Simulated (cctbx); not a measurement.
# A crystallographic session in cctbx: Ba2YMn3CuO8

Library: cctbx 2025.11. The data are simulated by the first script.

## 1. Simulate the data

run.py:

```python
from cctbx import adptbx, crystal, miller, sgtbx, xray
from cctbx.array_family import flex
from iotbx.shelx import hklf
from scitbx import matrix
import scitbx.random

cs = crystal.symmetry(unit_cell=(3.994, 3.994, 14.73, 90, 90, 90), space_group_symbol='Hall: P 4 -2')  # P4mm
atoms = [  # label, site, U (iso, or U11 U22 U33 U12 U13 U23 in A^2), occupancy
    ("Ba1", (0, 0, 0.7583), 0.0088, 1),
    ("Ba2", (0, 0, 0.2467), 0.0089, 1),
    ("Y1", (0, 0, 0.5018), 0.0129, 1),
    ("Cu1", (0, 0, 0.9991), 0.0131, 1),
    ("Mn1", (0.5, 0.5, 0.6233), 0.0161, 1),
    ("Mn2", (0.5, 0.5, 0.9982), 0.0144, 1),
    ("Mn3", (0.5, 0.5, 0.373), 0.0157, 1),
    ("O1", (0.5, 0, 0.0033), 0.0196, 1),
    ("O2", (0.5, 0.5, 0.7702), 0.0211, 1),
    ("O3", (0, 0.5, 0.5934), 0.0204, 1),
    ("O4", (0.5, 0.5, 0.2322), 0.0191, 1),
    ("O5", (0, 0.5, 0.4025), 0.0195, 1),
]
xs = xray.structure(crystal_symmetry=cs)
for label, site, u, occ in atoms:
    u = adptbx.u_cif_as_u_star(cs.unit_cell(), u) if isinstance(u, tuple) else u
    xs.add_scatterer(xray.scatterer(label, site=site, u=u, occupancy=occ))
xs.set_inelastic_form_factors(0.71073, "sasaki")
xs.show_summary()
p1 = xs.expand_to_p1()
ms = miller.build_set(p1, anomalous_flag=True, d_min=1.1)
flex.set_random_seed(655880)
scitbx.random.set_random_seed(655880)
ms = ms.select(flex.random_double(ms.size()) < 0.95)
i = ms.structure_factors_from_scatterers(p1, algorithm="direct").f_calc().as_intensity_array().data()
i = i * 20000 / flex.max(i)
sig = flex.sqrt(i + flex.pow2(0.04 * i) + 15 ** 2)
noise = scitbx.random.variate(scitbx.random.normal_distribution())(i.size())
data = ms.array(data=i + sig * noise, sigmas=sig).set_observation_type_xray_intensity()
with open("data.hkl", "w") as f:
    data.export_as_shelx_hklf(f)
print("reflections written:", data.size(), " <I/sigma> = %.1f" % flex.mean(data.data() / data.sigmas()))
for h, a, b in list(data.sort("data"))[:12]:
    print("%4d%4d%4d %9.1f %7.1f" % (h + (a, b)))
```

```console
$ python run.py
```

```text
Number of scatterers: 12
At special positions: 12
Unit cell: (3.994, 3.994, 14.73, 90, 90, 90)
Space group: P 4 m m (No. 99)
reflections written: 706  <I/sigma> = 13.0
   0  -2   0   20672.9   812.5
  -2   0   0   20653.5   812.5
   2   0   0   19320.7   812.5
   0   2   0   18973.0   812.5
   1  -1   0   14967.7   592.3
   1   1   0   14525.3   592.3
  -1   1   0   13686.1   592.3
   0   0   8   13358.3   580.9
  -1  -1   0   13192.3   592.3
  -2   2   0   12816.7   491.9
  -2  -2   0   12066.5   491.9
   2  -2   0   12052.5   491.9
```

It took 0.22 s on 1 thread of Arm Neoverse V2, on a shared host, peak memory 0.07 GiB.

## 2. Refinement (right model)

run.py:

```python
import math
from cctbx import adptbx, crystal, maptbx, sgtbx, xray
from cctbx.array_family import flex
from cctbx.xray import observations
from iotbx.shelx import hklf
from scitbx.lstbx import normal_eqns_solving
from smtbx import absolute_structure, utils
from smtbx.refinement import constraints, least_squares

cs = crystal.symmetry(unit_cell=(3.994, 3.994, 14.73, 90, 90, 90), space_group_symbol='Hall: P 4 -2')  # P4mm
atoms = [  # label, site, U (iso, or U11 U22 U33 U12 U13 U23 in A^2), occupancy
    ("Ba1", (0, 0, 0.7603), 0.0200, 1),
    ("Ba2", (0, 0, 0.2478), 0.0200, 1),
    ("Y1", (0, 0, 0.5016), 0.0200, 1),
    ("Cu1", (0, 0, 0.9977), 0.0200, 1),
    ("Mn1", (0.5, 0.5, 0.6222), 0.0200, 1),
    ("Mn2", (0.5, 0.5, 0.997), 0.0200, 1),
    ("Mn3", (0.5, 0.5, 0.3717), 0.0200, 1),
    ("O1", (0.5, 0, 0.0039), 0.0200, 1),
    ("O2", (0.5, 0.5, 0.7706), 0.0200, 1),
    ("O3", (0, 0.5, 0.5921), 0.0200, 1),
    ("O4", (0.5, 0.5, 0.2309), 0.0200, 1),
    ("O5", (0, 0.5, 0.4057), 0.0200, 1),
]
xs = xray.structure(crystal_symmetry=cs)
for label, site, u, occ in atoms:
    u = adptbx.u_cif_as_u_star(cs.unit_cell(), u) if isinstance(u, tuple) else u
    xs.add_scatterer(xray.scatterer(label, site=site, u=u, occupancy=occ))
xs.set_inelastic_form_factors(0.71073, "sasaki")
raw = hklf.reader(file_name="data.hkl").as_miller_arrays(crystal_symmetry=cs, anomalous=True)[0]
merged = raw.eliminate_sys_absent().merge_equivalents()
fo2 = merged.array().set_observation_type_xray_intensity()
print("Rint %.3f, %d unique reflections to %.2f A" % (merged.r_int(), fo2.size(), fo2.d_min()))
for sc in xs.scatterers():
    sc.flags.set_grad_site(True)
    sc.flags.set_grad_u_aniso(sc.flags.use_u_aniso())
    sc.flags.set_grad_u_iso(sc.flags.use_u_iso())
obs = fo2.as_xray_observations()
extra = {}
rep = constraints.reparametrisation(xs, [], utils.connectivity_table(xs), **extra)
ls = least_squares.crystallographic_ls(obs, rep, weighting_scheme=least_squares.mainstream_shelx_weighting(a=0, b=0))
print("cycle     R1     wR2    GooF  max shift (A)")
for cycle in range(8):
    ls.build_up()
    r1, wr2, goof = ls.r1_factor(cutoff_factor=2)[0], ls.wR2(), ls.goof()
    old = xs.sites_cart()
    normal_eqns_solving.levenberg_marquardt_iterations(ls, n_max_iterations=3, tau=1e-06, step_threshold=1e-7)
    big = flex.max((xs.sites_cart() - old).norms())
    print("%4d %7.4f %7.4f %7.3f %9.5f" % (cycle + 1, r1, wr2, goof, big))
    ls.build_up(objective_only=True)
    if abs(ls.wR2() - wr2) < 5e-5 and big < 5e-4:
        break
ls.build_up()
print("final R1 %.4f wR2 %.4f GooF %.3f  parameters %d  data/parameter %.1f" % (ls.r1_factor(cutoff_factor=2)[0], ls.wR2(), ls.goof(), ls.n_parameters, fo2.size() / ls.n_parameters))
cov = ls.covariance_matrix_and_annotations()
su = dict(zip(cov.annotations, (math.sqrt(max(v, 0)) for v in cov.matrix.matrix_packed_u_diagonal())))
a2 = cs.unit_cell().reciprocal_parameters()[0] ** -2
print("atom        x        y        z      Ueq    occ   su(xyz)  su(Uiso or U11)")
for sc in xs.scatterers():
    s = max(su.get(sc.label + k, 0) for k in (".x", ".y", ".z"))
    npd = "" if sc.is_positive_definite_u(cs.unit_cell()) else "  NPD"
    print("%-5s %8.5f %8.5f %8.5f %8.4f %6.3f %8.5f %7.4f%s" % ((sc.label,) + sc.site + (sc.u_iso_or_equiv(cs.unit_cell()), sc.occupancy, s, su.get(sc.label + ".uiso", su.get(sc.label + ".u11", 0) * a2), npd)))
fo = fo2.f_sq_as_f()
fc = fo.structure_factors_from_scatterers(xs, algorithm="direct").f_calc()
diff = fo.f_obs_minus_f_calc(1 / math.sqrt(ls.scale_factor()), fc).average_bijvoet_mates()
m = diff.fft_map(symmetry_flags=maptbx.use_space_group_symmetry, resolution_factor=0.25).apply_volume_scaling()
print("difference map: max %.2f min %.2f rms %.2f" % (m.statistics().max(), m.statistics().min(), m.statistics().sigma()))
peaks = m.peak_search(parameters=maptbx.peak_search_parameters(min_distance_sym_equiv=0.6, max_clusters=6)).all()
near = xs.closest_distances(peaks.sites(), distance_cutoff=4)
sps = cs.special_position_settings(min_distance_sym_equiv=0.5)
for k, (x, h) in enumerate(zip(peaks.sites(), peaks.heights())):
    ss = sps.site_symmetry(x)
    print("Q%-3d %7.4f %7.4f %7.4f %4d %7.2f  %.2f A from %s" % ((k + 1,) + tuple(t % 1 for t in ss.exact_site()) + (ss.multiplicity(), h, near.smallest_distances[k], xs.scatterers()[near.i_seqs[k]].label)))
```

```console
$ python run.py
```

```text
Rint 0.036, 165 unique reflections to 1.10 A
cycle     R1     wR2    GooF  max shift (A)
   1  0.0596  0.1328   4.217   0.05051
   2  0.0130  0.0277   0.879   0.00507
   3  0.0128  0.0276   0.877   0.00141
   4  0.0128  0.0276   0.876   0.00058
   5  0.0128  0.0276   0.875   0.00069
   6  0.0128  0.0275   0.874   0.00076
   7  0.0127  0.0275   0.874   0.00075
   8  0.0127  0.0275   0.873   0.00071
final R1 0.0127 wR2 0.0275 GooF 0.873  parameters 24  data/parameter 6.9
atom        x        y        z      Ueq    occ   su(xyz)  su(Uiso or U11)
Ba1    0.00000  0.00000  0.75887   0.0095  1.000  0.00013  0.0008
Ba2    0.00000  0.00000  0.24721   0.0076  1.000  0.00011  0.0008
Y1     0.00000  0.00000  0.50217   0.0130  1.000  0.00033  0.0004
Cu1    0.00000  0.00000  1.00006   0.0130  1.000  0.00049  0.0005
Mn1    0.50000  0.50000  0.62389   0.0174  1.000  0.00043  0.0018
Mn2    0.50000  0.50000  0.99890   0.0140  1.000  0.00063  0.0007
Mn3    0.50000  0.50000  0.37355   0.0140  1.000  0.00042  0.0016
O1     0.50000  0.00000  0.00267   0.0208  1.000  0.00152  0.0016
O2     0.50000  0.50000  0.77177   0.0203  1.000  0.00255  0.0097
O3     0.00000  0.50000  0.59337   0.0244  1.000  0.00086  0.0062
O4     0.50000  0.50000  0.23392   0.0217  1.000  0.00246  0.0106
O5     0.00000  0.50000  0.40250   0.0147  1.000  0.00078  0.0060
difference map: max 0.35 min -0.43 rms 0.08
Q1    0.0000  0.0000  0.6959    1    0.36  0.93 A from Ba1
Q2    0.0000  0.5000  0.1365    2    0.34  1.97 A from O1
Q3    0.0000  0.0000  0.8195    1    0.30  0.89 A from Ba1
Q4    0.1888  0.1888  0.0743    4    0.26  1.53 A from Cu1
Q5    0.2877  0.2877  0.6817    4    0.24  1.47 A from Mn1
Q6    0.0000  0.5000  0.3838    2    0.24  0.28 A from O5
```

Time: 0.62 s.

## 3. Simulate the data

run.py, as its changes from the last script of this kind:

```diff
@@ -29 +29 @@
-ms = miller.build_set(p1, anomalous_flag=True, d_min=1.1)
+ms = miller.build_set(p1, anomalous_flag=True, d_min=0.84)
```

```console
$ python run.py
```

```text
Number of scatterers: 12
At special positions: 12
Unit cell: (3.994, 3.994, 14.73, 90, 90, 90)
Space group: P 4 m m (No. 99)
reflections written: 1592  <I/sigma> = 12.2
   0  -2   0   21369.7   812.5
   2   0   0   20156.6   812.5
   0   2   0   19184.7   812.5
   1  -1   0   15511.9   592.3
   1   1   0   15393.7   592.3
  -1   1   0   14585.9   592.3
  -1  -1   0   14469.7   592.3
   0   0  -8   14443.9   582.6
   0   0   8   13514.6   580.9
  -2  -2   0   12622.0   491.9
   2  -2   0   12163.7   491.9
   2   2   0   12161.2   491.9
```

Time: 0.23 s.

## 4. Refinement (right model)

run.py, as its changes from the last script of this kind:

```diff
@@ -12,12 +12,12 @@
-    ("Ba1", (0, 0, 0.7603), 0.0200, 1),
-    ("Ba2", (0, 0, 0.2478), 0.0200, 1),
-    ("Y1", (0, 0, 0.5016), 0.0200, 1),
-    ("Cu1", (0, 0, 0.9977), 0.0200, 1),
-    ("Mn1", (0.5, 0.5, 0.6222), 0.0200, 1),
-    ("Mn2", (0.5, 0.5, 0.997), 0.0200, 1),
-    ("Mn3", (0.5, 0.5, 0.3717), 0.0200, 1),
-    ("O1", (0.5, 0, 0.0039), 0.0200, 1),
-    ("O2", (0.5, 0.5, 0.7706), 0.0200, 1),
-    ("O3", (0, 0.5, 0.5921), 0.0200, 1),
-    ("O4", (0.5, 0.5, 0.2309), 0.0200, 1),
-    ("O5", (0, 0.5, 0.4057), 0.0200, 1),
+    ("Ba1", (0, 0, 0.7579), 0.0200, 1),
+    ("Ba2", (0, 0, 0.2464), 0.0200, 1),
+    ("Y1", (0, 0, 0.501), 0.0200, 1),
+    ("Cu1", (0, 0, 0.9989), 0.0200, 1),
+    ("Mn1", (0.5, 0.5, 0.6241), 0.0200, 1),
+    ("Mn2", (0.5, 0.5, 0.9969), 0.0200, 1),
+    ("Mn3", (0.5, 0.5, 0.3723), 0.0200, 1),
+    ("O1", (0.5, 0, 0.0053), 0.0200, 1),
+    ("O2", (0.5, 0.5, 0.7715), 0.0200, 1),
+    ("O3", (0, 0.5, 0.5934), 0.0200, 1),
+    ("O4", (0.5, 0.5, 0.2339), 0.0200, 1),
+    ("O5", (0, 0.5, 0.4025), 0.0200, 1),
@@ -29,0 +30 @@
+xs.convert_to_anisotropic()
```

```console
$ python run.py
```

```text
Rint 0.037, 330 unique reflections to 0.84 A
cycle     R1     wR2    GooF  max shift (A)
   1  0.0811  0.1749   5.520   0.03132
   2  0.0137  0.0293   0.926   0.01172
   3  0.0136  0.0293   0.924   0.00641
   4  0.0136  0.0293   0.924   0.00397
   5  0.0136  0.0293   0.924   0.00250
   6  0.0136  0.0293   0.923   0.00158
   7  0.0136  0.0293   0.923   0.00100
   8  0.0136  0.0293   0.923   0.00064
final R1 0.0136 wR2 0.0293 GooF 0.923  parameters 39  data/parameter 8.5
atom        x        y        z      Ueq    occ   su(xyz)  su(Uiso or U11)
Ba1    0.00000  0.00000  0.75799   0.0091  1.000  0.00007  0.0005
Ba2    0.00000  0.00000  0.24638   0.0092  1.000  0.00008  0.0005
Y1     0.00000  0.00000  0.50150   0.0130  1.000  0.00022  0.0003
Cu1    0.00000  0.00000  0.99880   0.0132  1.000  0.00043  0.0003
Mn1    0.50000  0.50000  0.62258   0.0158  1.000  0.00045  0.0013
Mn2    0.50000  0.50000  0.99810   0.0147  1.000  0.00049  0.0004
Mn3    0.50000  0.50000  0.37222   0.0160  1.000  0.00049  0.0013
O1     0.50000  0.00000  0.00344   0.0194  1.000  0.00110  0.0022
O2     0.50000  0.50000  0.76845   0.0168  1.000  0.00168  0.0067
O3     0.00000  0.50000  0.59294   0.0223  1.000  0.00086  0.0065
O4     0.50000  0.50000  0.22990   0.0232  1.000  0.00151  0.0077
O5     0.00000  0.50000  0.40201   0.0179  1.000  0.00075  0.0076
difference map: max 0.60 min -0.33 rms 0.10
Q1    0.0000  0.0000  0.6550    1    0.60  1.52 A from Ba1
Q2    0.0000  0.0000  0.6041    1    0.45  1.51 A from Y1
Q3    0.1182  0.1182  0.3147    4    0.39  1.21 A from Ba2
Q4    0.0000  0.0000  0.3531    1    0.38  1.57 A from Ba2
Q5    0.0000  0.1726  0.0868    4    0.34  1.47 A from Cu1
Q6    0.1355  0.5000  0.7938    4    0.32  1.50 A from O2
```

Time: 0.66 s.

## 5. Simulate the data

run.py, as its changes from the last script of this kind:

```diff
@@ -29 +29 @@
-ms = miller.build_set(p1, anomalous_flag=True, d_min=0.84)
+ms = miller.build_set(p1, anomalous_flag=True, d_min=0.6)
```

```console
$ python run.py
```

```text
Number of scatterers: 12
At special positions: 12
Unit cell: (3.994, 3.994, 14.73, 90, 90, 90)
Space group: P 4 m m (No. 99)
reflections written: 4356  <I/sigma> = 9.6
  -2   0   0   20321.5   812.5
   0  -2   0   20027.4   812.5
   2   0   0   19188.3   812.5
   0   2   0   19181.7   812.5
   1  -1   0   14516.9   592.3
   1   1   0   14190.3   592.3
   0   0  -8   13891.6   582.6
  -1   1   0   13747.0   592.3
   0   0   8   13391.5   580.9
   2  -2   0   12719.8   491.9
   2   2   0   12108.1   491.9
  -2   2   0   11847.9   491.9
```

Time: 0.25 s.

## 6. Refinement (right model)

run.py, as its changes from the last script of this kind:

```diff
@@ -12,12 +12,12 @@
-    ("Ba1", (0, 0, 0.7579), 0.0200, 1),
-    ("Ba2", (0, 0, 0.2464), 0.0200, 1),
-    ("Y1", (0, 0, 0.501), 0.0200, 1),
-    ("Cu1", (0, 0, 0.9989), 0.0200, 1),
-    ("Mn1", (0.5, 0.5, 0.6241), 0.0200, 1),
-    ("Mn2", (0.5, 0.5, 0.9969), 0.0200, 1),
-    ("Mn3", (0.5, 0.5, 0.3723), 0.0200, 1),
-    ("O1", (0.5, 0, 0.0053), 0.0200, 1),
-    ("O2", (0.5, 0.5, 0.7715), 0.0200, 1),
-    ("O3", (0, 0.5, 0.5934), 0.0200, 1),
-    ("O4", (0.5, 0.5, 0.2339), 0.0200, 1),
-    ("O5", (0, 0.5, 0.4025), 0.0200, 1),
+    ("Ba1", (0, 0, 0.7585), 0.0200, 1),
+    ("Ba2", (0, 0, 0.2484), 0.0200, 1),
+    ("Y1", (0, 0, 0.5031), 0.0200, 1),
+    ("Cu1", (0, 0, 1.0018), 0.0200, 1),
+    ("Mn1", (0.5, 0.5, 0.6238), 0.0200, 1),
+    ("Mn2", (0.5, 0.5, 0.998), 0.0200, 1),
+    ("Mn3", (0.5, 0.5, 0.372), 0.0200, 1),
+    ("O1", (0.5, 0, 0.0056), 0.0200, 1),
+    ("O2", (0.5, 0.5, 0.7725), 0.0200, 1),
+    ("O3", (0, 0.5, 0.5931), 0.0200, 1),
+    ("O4", (0.5, 0.5, 0.2319), 0.0200, 1),
+    ("O5", (0, 0.5, 0.4026), 0.0200, 1),
```

```console
$ python run.py
```

```text
Rint 0.045, 800 unique reflections to 0.60 A
cycle     R1     wR2    GooF  max shift (A)
   1  0.1551  0.2957   7.946   0.02771
   2  0.0173  0.0351   0.943   0.00307
   3  0.0174  0.0351   0.943   0.00099
   4  0.0174  0.0351   0.943   0.00038
final R1 0.0174 wR2 0.0351 GooF 0.943  parameters 39  data/parameter 20.5
atom        x        y        z      Ueq    occ   su(xyz)  su(Uiso or U11)
Ba1    0.00000  0.00000  0.75923   0.0089  1.000  0.00004  0.0003
Ba2    0.00000  0.00000  0.24762   0.0089  1.000  0.00004  0.0003
Y1     0.00000  0.00000  0.50269   0.0130  1.000  0.00014  0.0001
Cu1    0.00000  0.00000  1.00020   0.0135  1.000  0.00027  0.0002
Mn1    0.50000  0.50000  0.62446   0.0160  1.000  0.00030  0.0007
Mn2    0.50000  0.50000  0.99878   0.0142  1.000  0.00034  0.0002
Mn3    0.50000  0.50000  0.37398   0.0164  1.000  0.00032  0.0007
O1     0.50000  0.00000  0.00442   0.0195  1.000  0.00078  0.0013
O2     0.50000  0.50000  0.77045   0.0227  1.000  0.00113  0.0046
O3     0.00000  0.50000  0.59476   0.0190  1.000  0.00059  0.0035
O4     0.50000  0.50000  0.23244   0.0160  1.000  0.00093  0.0037
O5     0.00000  0.50000  0.40341   0.0207  1.000  0.00055  0.0041
difference map: max 0.87 min -1.13 rms 0.16
Q1    0.0000  0.0000  0.4565    1    0.89  0.68 A from Y1
Q2    0.5000  0.5000  0.0918    1    0.78  1.37 A from Mn2
Q3    0.1752  0.1752  0.9842    4    0.77  1.02 A from Cu1
Q4    0.0000  0.2307  0.1803    4    0.67  1.35 A from Ba2
Q5    0.0000  0.5000  0.0850    2    0.66  1.19 A from O1
Q6    0.3494  0.5000  0.0625    4    0.66  1.11 A from Mn2
```

It took 0.49 s on 1 thread of Arm Neoverse V2 (shared host), peak memory 0.09 GiB.

[Logs are printed without paths, hosts, clocks, repeated set-up lines and the standing remarks that a program may print on its own settings, such as how far it seeks lower states.]
